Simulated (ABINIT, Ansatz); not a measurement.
# AlInTe3 (Pm-3m): zone-centre phonons

Which modes does AlInTe3 (Pm-3m) have at the zone centre?

Method: DFT LDA, scalar-relativistic, plane waves, HGH norm-conserving pseudopotentials, in ABINIT 10.8.3.

Most raw output is cut from this account.

The structure was built from a prototype and need not be the compound's stable phase.

## 1. The structure

The structure is cubic, space group Pm-3m (No. 221). Conventional cell: a = 5.267 Å, b = 5.267 Å, c = 5.267 Å, α = 90.00°, β = 90.00°, γ = 90.00°. Nearest to In lie 12 Te at 3.72 Å. Nearest to Al lie 6 Te at 2.63 Å. Nearest to Te lie 2 Al at 2.63 Å. Farther neighbours and most contacts between anions are not listed.

Structure file:

```cif
data_structure
_symmetry_space_group_name_H-M 'Pm-3m'
_symmetry_Int_Tables_number 221
_cell_length_a 5.2673
_cell_length_b 5.2673
_cell_length_c 5.2673
_cell_angle_alpha 90.000
_cell_angle_beta 90.000
_cell_angle_gamma 90.000
_cell_volume 146.14
loop_
_atom_site_label
_atom_site_type_symbol
_atom_site_symmetry_multiplicity
_atom_site_Wyckoff_symbol
_atom_site_fract_x
_atom_site_fract_y
_atom_site_fract_z
_atom_site_occupancy
In1 In 1 a 0.00000 0.00000 0.00000 1
Al1 Al 1 b 0.50000 0.50000 0.50000 1
Te1 Te 3 c 0.50000 0.50000 0.00000 1
```

## 2. Relaxation

The harmonic expansion needs vanishing forces, and a free crystal bears no stress, so cell and atoms are brought to rest. Stress is more sensitive to the basis than forces are: the last 3 Ha under the cutoff are smoothed with ecutsm.

The starting cell comes from a relaxation made beforehand in Ansatz (LDA, PseudoDojo NC).

relax.abi

```
# relaxation
ionmov 2
optcell 2
dilatmx 1.08
ntime 40
tolmxf 1.0d-05
tolvrs 1.0d-14
prtwf 0
prtden 0
chksymtnons 0

# basis, mesh and filling
ecut 26.0
ecutsm 3.0
ixc 7
ngkpt 4 4 4
nshiftk 1
shiftk 0.0 0.0 0.0
istwfk *1
occopt 3
tsmear 0.01
nband 19
nstep 100
diemac 1000000.0
prtebands 0
prtgsr 0
useylm 1

# cell and atoms
acell 3*1.0 Angstrom
rprim 
    5.267342702 0.0 0.0
    0.0 5.267342702 0.0
    0.0 0.0 5.267342702
ntypat 3
znucl 49 13 52
natom 5
typat 1 2 3 3 3
xred 
    0.0 0.0 0.0
    0.5 0.5 0.5
    0.5 0.5 0.0
    0.5 0.0 0.5
    0.0 0.5 0.5
pp_dirpath "./pseudo"
pseudos "In.hgh, Al.hgh, Te.hgh"
```

Launch:

```sh
OMP_NUM_THREADS=1 mpirun -n 4 abinit relax.abi > relax.log
```

Elapsed: 47 s, on 4 MPI ranks of Arm Neoverse V2, shared host.

The steps of the relaxation:

| step | energy less that of the first step (eV) | largest force (eV/Å) | volume (Å³) |
| --- | --- | --- | --- |
| 1 | 0.0000 | 0.0000 | 146.14 |
| 2 | -0.0022 | 0.0000 | 146.55 |
| 3 | -0.0087 | 0.0000 | 149.18 |
| 4 | -0.0087 | 0.0000 | 149.26 |

| conventional cell, symmetrised | before | after | change |
| --- | --- | --- | --- |
| a (Å) | 5.267 | 5.305 | +0.7 % |
| b (Å) | 5.267 | 5.305 | +0.7 % |
| c (Å) | 5.267 | 5.305 | +0.7 % |
| volume (Å³/atom) | 29.23 | 29.85 | +2.1 % |

Read from the output:

```yaml
volume_per_atom: 29.85 Å³
pressure: 6.20e-4 GPa
gap_on_the_k_mesh: 0 eV
```

The volume changes by +2.1 % from the cell with which this run began.

## 3. Ground state

The response is built on these wavefunctions, so the potential is converged far more tightly than an energy would need. ecutsm is kept as in the relaxation, so that the cell stays at rest. Occupations are smeared.

gs.abi

```
# ground state
tolvrs 1.0d-16
prtden 1
prtwf 1

# basis, mesh and filling
ecut 26.0
ecutsm 3.0
ixc 7
ngkpt 4 4 4
nshiftk 1
shiftk 0.0 0.0 0.0
istwfk *1
occopt 3
tsmear 0.01
nband 19
nstep 100
diemac 1000000.0
prtebands 0
prtgsr 0
useylm 1

# cell and atoms
acell 3*1.0 Angstrom
rprim 
    5.304570333 0.0 0.0
    0.0 5.304570333 0.0
    0.0 0.0 5.304570333
ntypat 3
znucl 49 13 52
natom 5
typat 1 2 3 3 3
xred 
    0.0 0.0 0.0
    0.5 0.5 0.5
    0.5 0.5 0.0
    0.5 0.0 0.5
    0.0 0.5 0.5
pp_dirpath "./pseudo"
pseudos "In.hgh, Al.hgh, Te.hgh"
```

Launch:

```sh
OMP_NUM_THREADS=1 mpirun -n 4 abinit gs.abi > gs.log
```

The job ended after 12 s (4 MPI ranks).

The cell stands at 6.2e-4 GPa, close enough for phonons.

## 4. Zone-centre response

At q = 0 one unit cell holds all displacements. The response is solved for single atoms along the cell's directions, and symmetry skips those that follow from others. The crystal is treated as a metal, which screens a static field, so no field response is asked.

dfpt_gamma.abi

```

# common to the responses
getwfk_filepath "gso_WFK"
kptopt 2
nqpt 1
qpt 0.0 0.0 0.0
asr 0
chneut 0

# displacements
rfphon 1
rfatpol 1 5
rfdir 1 1 1
tolvrs 1.0d-10
prtwf 0

# basis, mesh and filling
ecut 26.0
ecutsm 3.0
ixc 7
ngkpt 4 4 4
nshiftk 1
shiftk 0.0 0.0 0.0
istwfk *1
occopt 3
tsmear 0.01
nband 19
nstep 100
diemac 1000000.0
prtebands 0
prtgsr 0
useylm 1

# cell and atoms
acell 3*1.0 Angstrom
rprim 
    5.304570333 0.0 0.0
    0.0 5.304570333 0.0
    0.0 0.0 5.304570333
ntypat 3
znucl 49 13 52
natom 5
typat 1 2 3 3 3
xred 
    0.0 0.0 0.0
    0.5 0.5 0.5
    0.5 0.5 0.0
    0.5 0.0 0.5
    0.0 0.5 0.5
pp_dirpath "./pseudo"
pseudos "In.hgh, Al.hgh, Te.hgh"
```

Launch:

```sh
OMP_NUM_THREADS=1 mpirun -n 4 abinit dfpt_gamma.abi > dfpt_gamma.log
```

The job ended after 72 s (4 MPI ranks; 4.8 min of CPU time).

Numbers from this step:

```
largest acoustic frequency at the zone centre before the sum rule : -0.61 cm⁻¹
highest optical zone-centre mode (no LO-TO term)                  : 260.4 cm⁻¹
lowest optical zone-centre mode                                   : -55.16 cm⁻¹
```

The acoustic modes at Γ come out as far as 0.6 cm⁻¹ from zero, where they should vanish, a small numerical error. The lowest optical mode is imaginary, 55i cm⁻¹, an instability at this level and on this k mesh.

## 5. Modes with the sum rule

anaddb reads the merged derivatives and imposes the acoustic sum rule.

anaddb.abi

```
ddb_filepath "gamma_DDB"
output_file "anaddb.abo"
outdata_prefix "anaddb"
asr 1
chneut 1
enunit 2
eivec 1
nph1l 1
qph1l 0.0 0.0 0.0 1.0
```

mrgddb.in

```
gamma_DDB
merged
2
dfpt_gammao_DDB
gso_DDB
```

Launch:

```sh
mrgddb < mrgddb.in > mrgddb.log
OMP_NUM_THREADS=1 anaddb anaddb.abi > anaddb.log
```

Elapsed: 0.49 s, on 1 thread.

Read from the output:

```yaml
lowest_optical_zone_centre_mode: -55.15 cm⁻¹
```

No LO-TO term; unit eigenvectors of the mass-weighted matrix, from anaddb's displacements. The modes at Γ (shares of kinetic energy by element, %) (negative means imaginary):

| mode | frequency (cm⁻¹) | symmetry | In % | Al % | Te % |
| --- | --- | --- | --- | --- | --- |
| 1 | -55.2 | T1u | 19 | 12 | 69 |
| 2 | -55.2 | T1u | 19 | 12 | 69 |
| 3 | -55.2 | T1u | 19 | 12 | 69 |
| 4 | -32.3 | T1u | 59 | 11 | 30 |
| 5 | -32.3 | T1u | 59 | 11 | 30 |
| 6 | -32.3 | T1u | 59 | 11 | 30 |
| 7 | -23.8 | T2u | 0 | 0 | 100 |
| 8 | -23.8 | T2u | 0 | 0 | 100 |
| 9 | -23.8 | T2u | 0 | 0 | 100 |
| 10 | 0.0 | acoustic | 22 | 5 | 73 |
| 11 | 0.0 | acoustic | 22 | 5 | 73 |
| 12 | 0.0 | acoustic | 22 | 5 | 73 |
| 13 | 260.4 | T1u | 0 | 71 | 29 |
| 14 | 260.4 | T1u | 0 | 71 | 29 |
| 15 | 260.4 | T1u | 0 | 71 | 29 |

Displacements in mode 1 (-55.2 cm⁻¹), the largest set to 1:
```
In1  0.00  0.00 -0.59
Al2  0.00  0.00 -1.00
Te3  0.00  0.00 -0.56
Te4  0.00  0.00  0.65
Te5  0.00  0.00  0.65
```

Displacements in mode 4 (-32.3 cm⁻¹), the largest set to 1:
```
In1  0.00  0.00  1.00
Al2  0.00  0.00 -0.89
Te3  0.00  0.00 -0.67
Te4  0.00  0.00 -0.02
Te5  0.00  0.00 -0.02
```

The rule moves no optical mode by more than 0.1 cm⁻¹.

## 6. Outcome

| Item | Value |
| --- | --- |
| space group after relaxation | Pm-3m |
| volume per atom | 29.9 Å³ |
| highest optical zone-centre mode (no LO-TO term) | 260.4 cm⁻¹ |
| lowest optical zone-centre mode | -55.1 cm⁻¹ |
| imaginary optical modes at the zone centre (no q mesh in this session) | yes |

**Reading.** At the LDA level the optical modes of AlInTe3 (Pm-3m) at the zone centre run from 55i to 260 cm⁻¹, so the structure is a saddle point, with 9 modes beyond 10i cm⁻¹ there. These are harmonic frequencies: anharmonic shifts and widths and the lattice's thermal expansion are left out. The Fermi-Dirac smearing of 0.01 Ha is an electronic temperature of 3158 K, which adds a pressure of its own and can shift the volume and soft modes. Spin-orbit coupling is left out, which can matter for the heavy elements here. The HGH files keep few electrons and have no core correction, which is cheap but rough for In. In a metal the frequencies hang on the k mesh and the smearing, most of all near Kohn anomalies. The structure is a hypothetical one, built on a prototype.

[Host names and launcher messages were left out of these logs when they were recorded.]

[Logs are printed without paths, hosts, clocks, repeated set-up lines and the standing remarks that a program may print on its own settings, such as how far it seeks lower states.]

[Hosts, paths, dates, database ids (printed as entryN), source tags and the programs' standing remarks are cut or masked in the printed files.]
